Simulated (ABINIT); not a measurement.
## TiO2 (Rutile): changed settings of a GW run in ABINIT

Aim: change inputs of a GW run on TiO2 (Rutile) and see what moves.

Method: LDA and many-body steps on it, plane waves, in ABINIT 10.8.3.

## 1. Starting point

It takes space group P4_2/mnm (No. 136, tetragonal). Conventional cell: a = 4.592 Å, b = 4.592 Å, c = 2.957 Å, α = 90.00°, β = 90.00°, γ = 90.00°. Ti has 6 O at 1.95 to 1.98 Å nearest. Nearest to O lie 3 Ti at 1.95 to 1.98 Å. Farther neighbours and most contacts between anions are not listed.

The cell and positions come from the Crystallography Open Database and are kept as given unless a step says otherwise.

## 2. Screening, 4×4×4 mesh, 210 bands, screening to 190.5 eV

This step: ABINIT 10.8.3; RPA screening on LDA, plane waves, norm-conserving pseudopotentials.

The RPA dielectric matrix is built and inverted for each q.

run.abi reads:

```
acell 3*1.0 Angstrom
rprim 
  4.592200000000 0.000000000000 0.000000000000
  0.000000000000 4.592200000000 0.000000000000
  0.000000000000 0.000000000000 2.957400000000
ntypat 2
znucl 22 8
natom 6
typat 1 1 2 2 2 2
xred 
  0.000000000000 0.000000000000 0.000000000000
  0.500000000000 0.500000000000 0.500000000000
  0.304960000000 0.304960000000 0.000000000000
  0.195040000000 0.804960000000 0.500000000000
  0.695040000000 0.695040000000 0.000000000000
  0.804960000000 0.195040000000 0.500000000000
pp_dirpath "pseudos"
pseudos "Ti.upf, O.upf"
ecut 38
ngkpt 4 4 4
nshiftk 1
shiftk 0 0 0
kptopt 1
chksymbreak 0
istwfk *1
occopt 1
irdwfk 1
optdriver 3
nband 210
ecuteps 7
inclvkb 2
awtr 1
symchi 1
indata_prefix "in"
outdata_prefix "out"
tmpdata_prefix "tmp"
```

Command:

```sh
OMP_NUM_THREADS=1 mpirun -n 16 abinit run.abi > log
```

Log:

```text
.Version 10.8.3 of ABINIT. v10.8.2 released Aug 2026.

 Symmetries : space group P4_2/m n m (#136); Bravais tP (primitive tetrag.)
[... echo of the input left out ...]
== DATASET  1 ==================================================================
-   mpi_nproc: 16, omp_nthreads: 1 (-1 if OMP is not activated)

--- !DatasetInfo
iteration_state: {dtset: 1, }
dimensions: {natom: 6, nkpt: 18, mband: 210, nsppol: 1, nspinor: 1, nspden: 1, mpw: 4748, }
cutoff_energies: {ecut:  38.0, pawecutdg:  -1.0, }
electrons: {nelect:   4.80000000E+01, charge:   0.00000000E+00, occopt:   1.00000000E+00, tsmear:   1.00000000E-02, }

 SCREENING: Calculation of the susceptibility and dielectric matrices

 Based on a program developped by R.W. Godby, V. Olevano, G. Onida, and L. Reining.
 Incorporated in ABINIT by V. Olevano, G.-M. Rignanese, and M. Torrent.
.Using double precision arithmetic ; gwpc =  8

[... cell and pseudopotentials left out ...]
--------------------------------------------------------------------------------

 ==== K-mesh for the wavefunctions ====
 Number of points in the irreducible wedge :    18
[... list of points left out ...]
 Together with 16 symmetry operations and time-reversal symmetry
 yields    64 points in the full Brillouin Zone.

 ==== Q-mesh for the screening function ====
 Number of points in the irreducible wedge :    18
[... list of points left out ...]
 Together with 16 symmetry operations and time-reversal symmetry
 yields    64 points in the full Brillouin Zone.

 setmesh: FFT mesh size selected  =    36x   36x   24
          total number of points  =        31104

 vcoul_init : cutoff-mode = AUXILIARY_FUNCTION
 q-points for optical limit:   1
     1)      0.000010    0.000020    0.000030

- screening: taking advantage of time-reversal symmetry
- Maximum band index for partially occupied states nbvw = 24
- Remaining bands to be divided among processors   nbcw = 186
- Number of bands treated by each node ~11

 Number of electrons calculated from density =   48.0000; Expected =   48.0000
 average of density, n =  0.114049
 r_s =    1.2792
 omega_plasma =   32.5763 [eV]

 calculating chi0 at frequencies [eV] :
  1    0.000000E+00    0.000000E+00
  2    0.000000E+00    3.257632E+01

--------------------------------------------------------------------------------
  q-point number  1        q = ( 0.000000, 0.000000, 0.000000) [r.l.u.]
--------------------------------------------------------------------------------
[... chi0 elements left out ...]
 For q-point:  0.000010 0.000020 0.000030
  dielectric constant =   8.8975
  dielectric constant without local fields =   9.3509

  Average fulfillment of the sum rule on Im[epsilon] for q-point    1 :     71.86  [%]
[... wings left out ...]
  q-point number  2        q = ( 0.250000, 0.000000, 0.000000) [r.l.u.]
--------------------------------------------------------------------------------
[... chi0 elements left out ...]
  Average fulfillment of the sum rule on Im[epsilon] for q-point    2 :     80.05  [%]

 [... 16 further q-points ...]
```

It took 9.5 min on 16 MPI ranks of Arm Neoverse N1, shared host; peak memory 7.4 GiB; 2.4 h of CPU time.

Numbers from this step:

```yaml
eps_infinity_with_local_fields_on_this_mesh_along_the_program_s_q_direction: 8.898
the_same_without_local_fields: 9.351
plasma_frequency: 32.58 eV
plane_waves_in_the_screening_matrix: 383
```

Local fields lower ε∞ by 5 %. On a Γ-centred mesh this coarse the value itself is usually too large, while a short band sum pulls it down.

## 3. Base

The self-energy is evaluated for the states that the input lists, and the levels follow from it, in one-shot runs by the linearised quasiparticle equation.

This step: G0W0 on LDA, plane waves, norm-conserving pseudopotentials.

run.abi: that of step 2 with these lines changed.

```diff
@@ -27,8 +27,15 @@
 irdwfk 1
-optdriver 3
+optdriver 4
 nband 210
+gwcalctyp 0
+ecutsigx 38
+symsigma 1
+nkptgw 1
+kptgw 
+  0.0000000000 0.0000000000 0.0000000000
+bdgw 
+  22 26
 ecuteps 7
-inclvkb 2
-awtr 1
-symchi 1
+irdscr 1
+ppmodel 1
 indata_prefix "in"
```

Log:

```text
.Version 10.8.3 of ABINIT. v10.8.2 released Aug 2026.

 Symmetries : space group P4_2/m n m (#136); Bravais tP (primitive tetrag.)
[... echo of the input left out ...]
== DATASET  1 ==================================================================
-   mpi_nproc: 16, omp_nthreads: 1 (-1 if OMP is not activated)

--- !DatasetInfo
iteration_state: {dtset: 1, }
dimensions: {natom: 6, nkpt: 18, mband: 210, nsppol: 1, nspinor: 1, nspden: 1, mpw: 4748, }
cutoff_energies: {ecut:  38.0, pawecutdg:  -1.0, }
electrons: {nelect:   4.80000000E+01, charge:   0.00000000E+00, occopt:   1.00000000E+00, tsmear:   1.00000000E-02, }

 SIGMA: Calculation of the GW corrections

 Based on a program developped by R.W. Godby, V. Olevano, G. Onida, and L. Reining.
 Incorporated in ABINIT by V. Olevano, G.-M. Rignanese, and M. Torrent.
.Using double precision arithmetic ; gwpc =  8

[... cell and pseudopotentials left out ...]
--------------------------------------------------------------------------------

 ==== K-mesh for the wavefunctions ====
 Number of points in the irreducible wedge :    18
[... list of points left out ...]
 Together with 16 symmetry operations and time-reversal symmetry
 yields    64 points in the full Brillouin Zone.

 ==== Q-mesh for screening function ====
 Number of points in the irreducible wedge :    18
[... list of points left out ...]
 Together with 16 symmetry operations and time-reversal symmetry
 yields    64 points in the full Brillouin Zone.

 vcoul_init : cutoff-mode = AUXILIARY_FUNCTION
 q-points for optical limit:   1
     1)      0.000010    0.000020    0.000030
 setmesh: FFT mesh size selected  =    50x   50x   32
          total number of points  =        80000

 Number of electrons calculated from density =   48.0000; Expected =   48.0000
 average of density, n =  0.114049
 r_s =    1.2792
 omega_plasma =   32.5763 [eV]

 === KS Band Gaps ===
  >>>> For spin  1
   Minimum direct gap =   1.8359 [eV], located at k-point      :   0.0000  0.0000  0.0000
   Fundamental gap    =   1.8359 [eV], Top of valence bands at :   0.0000  0.0000  0.0000
                                       Bottom of conduction at :   0.0000  0.0000  0.0000
 SIGMA fundamental parameters:
 PLASMON POLE MODEL  1
 number of plane-waves for SigmaX                 4679
 number of plane-waves for SigmaC and W            383
 number of plane-waves for wavefunctions          4679
 number of bands                                   210
 number of independent spin polarizations            1
 number of spinorial components                      1
 number of k-points in IBZ                          18
 number of q-points in IBZ                          18
 number of symmetry operations                      16
 number of k-points in BZ                           64
 number of q-points in BZ                           64
 number of frequencies for dSigma/dE                 9
 frequency step for dSigma/dE [eV]                0.25
 number of omega for Sigma on real axis              0
 max omega for Sigma on real axis  [eV]           0.00
 zcut for avoiding poles [eV]                     0.10

 EPSILON^-1 parameters (SCR file):
 dimension of the eps^-1 matrix on file            383
 dimension of the eps^-1 matrix used               383
 number of plane-waves for wavefunctions          4679
 number of bands                                   210
 number of q-points in IBZ                          18
 number of frequencies                               2
 number of real frequencies                          1
 number of imag frequencies                          1

 matrix elements of self-energy operator (all in [eV])

 Perturbative Calculation

--- !SelfEnergy_ee
iteration_state: {dtset: 1, }
kpoint     : [   0.000,    0.000,    0.000, ]
spin       : 1
KS_gap     :    1.836
QP_gap     :    3.407
Delta_QP_KS:    1.571
data: !SigmaeeData |
     Band     E0 <VxcDFT>   SigX SigC(E0)      Z dSigC/dE  Sig(E)    E-E0       E
       22   4.794 -20.412 -25.069   4.499   0.766  -0.306 -20.533  -0.121   4.672
       23   4.794 -20.412 -25.069   4.499   0.766  -0.306 -20.533  -0.121   4.672
       24   5.252 -20.169 -24.942   4.651   0.761  -0.314 -20.262  -0.093   5.159
       25   7.087 -20.077 -12.040  -6.130   0.775  -0.290 -18.598   1.478   8.566
       26   7.371 -19.692 -12.025  -5.857   0.778  -0.285 -18.283   1.409   8.780

== END DATASET(S) ==============================================================
================================================================================

 -outvars: echo values of variables after computation  --------
           etotal      0.0000000000E+00
            nband         210
             nkpt          18
          spgroup         136
 [... the other variables as echoed above ...]

 Calculation completed.
```

Elapsed: 22 s, on 16 MPI ranks; peak memory 5.9 GiB.

Numbers from this step:

```
G0W0 gap on the points computed              : 3.407 eV
starting gap on the mesh                     : 1.836 eV
k of the valence top                         : 0, 0, 0
k of the conduction bottom                   : 0, 0, 0
Z at the valence top                         : 0.761
Z at the conduction bottom                   : 0.775
least direct G0W0 gap on the computed points : 3.407 eV
```

The gap on the mesh goes from 1.84 eV to 3.41 eV, a correction of +1.57 eV.

## 4. Coulomb singularity

run.abi: that of step 3 with these lines changed.

```diff
@@ -40,2 +40,3 @@
 ppmodel 1
+gw_icutcoul 3
 indata_prefix "in"
```

Log:

```text
.Version 10.8.3 of ABINIT. v10.8.2 released Aug 2026.

 Symmetries : space group P4_2/m n m (#136); Bravais tP (primitive tetrag.)
[... echo of the input left out ...]
== DATASET  1 ==================================================================
-   mpi_nproc: 16, omp_nthreads: 1 (-1 if OMP is not activated)

--- !DatasetInfo
iteration_state: {dtset: 1, }
dimensions: {natom: 6, nkpt: 18, mband: 210, nsppol: 1, nspinor: 1, nspden: 1, mpw: 4748, }
cutoff_energies: {ecut:  38.0, pawecutdg:  -1.0, }
electrons: {nelect:   4.80000000E+01, charge:   0.00000000E+00, occopt:   1.00000000E+00, tsmear:   1.00000000E-02, }

 SIGMA: Calculation of the GW corrections

 Based on a program developped by R.W. Godby, V. Olevano, G. Onida, and L. Reining.
 Incorporated in ABINIT by V. Olevano, G.-M. Rignanese, and M. Torrent.
.Using double precision arithmetic ; gwpc =  8

[... cell and pseudopotentials left out ...]
--------------------------------------------------------------------------------

 ==== K-mesh for the wavefunctions ====
 Number of points in the irreducible wedge :    18
[... list of points left out ...]
 Together with 16 symmetry operations and time-reversal symmetry
 yields    64 points in the full Brillouin Zone.

 ==== Q-mesh for screening function ====
 Number of points in the irreducible wedge :    18
[... list of points left out ...]
 Together with 16 symmetry operations and time-reversal symmetry
 yields    64 points in the full Brillouin Zone.

 vcoul_init : cutoff-mode = CRYSTAL
 q-points for optical limit:   1
     1)      0.000010    0.000020    0.000030
 setmesh: FFT mesh size selected  =    50x   50x   32
          total number of points  =        80000

 Number of electrons calculated from density =   48.0000; Expected =   48.0000
[...]
number of q-points in IBZ                          18
 number of symmetry operations                      16
 number of k-points in BZ                           64
 number of q-points in BZ                           64
 number of frequencies for dSigma/dE                 9
 frequency step for dSigma/dE [eV]                0.25
 number of omega for Sigma on real axis              0
 max omega for Sigma on real axis  [eV]           0.00
 zcut for avoiding poles [eV]                     0.10

 EPSILON^-1 parameters (SCR file):
 dimension of the eps^-1 matrix on file            383
 dimension of the eps^-1 matrix used               383
 number of plane-waves for wavefunctions          4679
 number of bands                                   210
 number of q-points in IBZ                          18
 number of frequencies                               2
 number of real frequencies                          1
 number of imag frequencies                          1

 matrix elements of self-energy operator (all in [eV])

 Perturbative Calculation

--- !SelfEnergy_ee
iteration_state: {dtset: 1, }
kpoint     : [   0.000,    0.000,    0.000, ]
spin       : 1
KS_gap     :    1.836
QP_gap     :    3.401
Delta_QP_KS:    1.565
data: !SigmaeeData |
     Band     E0 <VxcDFT>   SigX SigC(E0)      Z dSigC/dE  Sig(E)    E-E0       E
       22   4.794 -20.412 -24.954   4.448   0.767  -0.304 -20.484  -0.072   4.721
       23   4.794 -20.412 -24.954   4.448   0.767  -0.304 -20.484  -0.072   4.721
       24   5.252 -20.169 -24.826   4.599   0.762  -0.312 -20.213  -0.044   5.207
       25   7.087 -20.077 -12.040  -6.079   0.777  -0.288 -18.556   1.521   8.608
       26   7.371 -19.692 -12.025  -5.805   0.780  -0.283 -18.241   1.451   8.822

== END DATASET(S) ==============================================================
================================================================================

 -outvars: echo values of variables after computation  --------
           etotal      0.0000000000E+00
            nband         210
             nkpt          18
          spgroup         136
 [... the other variables as echoed above ...]

 Calculation completed.
```

It took 21 s on 16 MPI ranks; peak memory 5.8 GiB.

Numbers from this step:

- G0W0 gap on the points computed: 3.401 eV
- starting gap on the mesh: 1.836 eV
- k of the valence top: 0, 0, 0
- k of the conduction bottom: 0, 0, 0
- Z at the valence top: 0.762
- Z at the conduction bottom: 0.777
- least direct G0W0 gap on the computed points: 3.401 eV

Against G0W0 in ABINIT (4×4×4 mesh, 210 bands, screening to 190.5 eV, Godby-Needs plasmon pole), the gap moves by −0.006 eV.

## 5. Side by side

Times are wall times on 16 MPI ranks of Arm Neoverse N1, shared host, good to a factor of about two. A run's time includes the screening step that it read.

| run | mesh | bands | screening cutoff (eV) | DFT gap (eV) | gap on the mesh (eV) | direct (eV) | ε∞ used | time |
| --- | --- | --- | --- | --- | --- | --- | --- | --- |
| base | 4×4×4 | 210 | 190.5 | 1.836 | 3.407 | 3.407 | 8.90 | 9.9 min |
| Coulomb singularity | 4×4×4 | 210 | 190.5 | 1.836 | 3.401 | 3.401 | 8.90 | 9.9 min |

## 6. What came out

| Property | Result |
| --- | --- |
| base | 3.407 eV |
| Coulomb singularity | 3.401 eV |
| known limits | not at the basis limit; coarse k mesh |

**Reading.** Coulomb singularity: −0.006 eV against base (keys changed: gw_icutcoul). Bands and cutoff are finite, so the gap is not at the basis limit. The miss can reach some tenths of an eV and take either sign; the mesh is an error of its own. In the G0W0 runs levels were corrected at 1 k point alone, so a gap called «on the mesh» is the least over those, and an edge elsewhere would be missed. The 4×4×4 mesh is coarse for this cell, which bears on the long-range parts of exchange and screening.

[Paths, hosts, dates, memory and timing lines, banners, echoed tables and standing remarks are left out of the program output.]

[Logs are printed without paths, hosts, clocks, repeated set-up lines and the standing remarks that a program may print on its own settings, such as how far it seeks lower states.]

[Runs of the session that timed out or met a known fault of the program may be left out.]

[Hosts, paths, dates, database ids (printed as entryN), source tags and the programs' standing remarks are cut or masked in the printed files.]

[G0W0 gaps are taken among the corrected bands and points alone; a level outside them can change the order at an edge.]

[Where Ansatz stands beside ABINIT at settings called matched, ABINIT's density can come from a denser mesh and the files from another edition; pairs whose starting gaps differed by over 0.03 eV were left out, so agreement reads better than it is.]
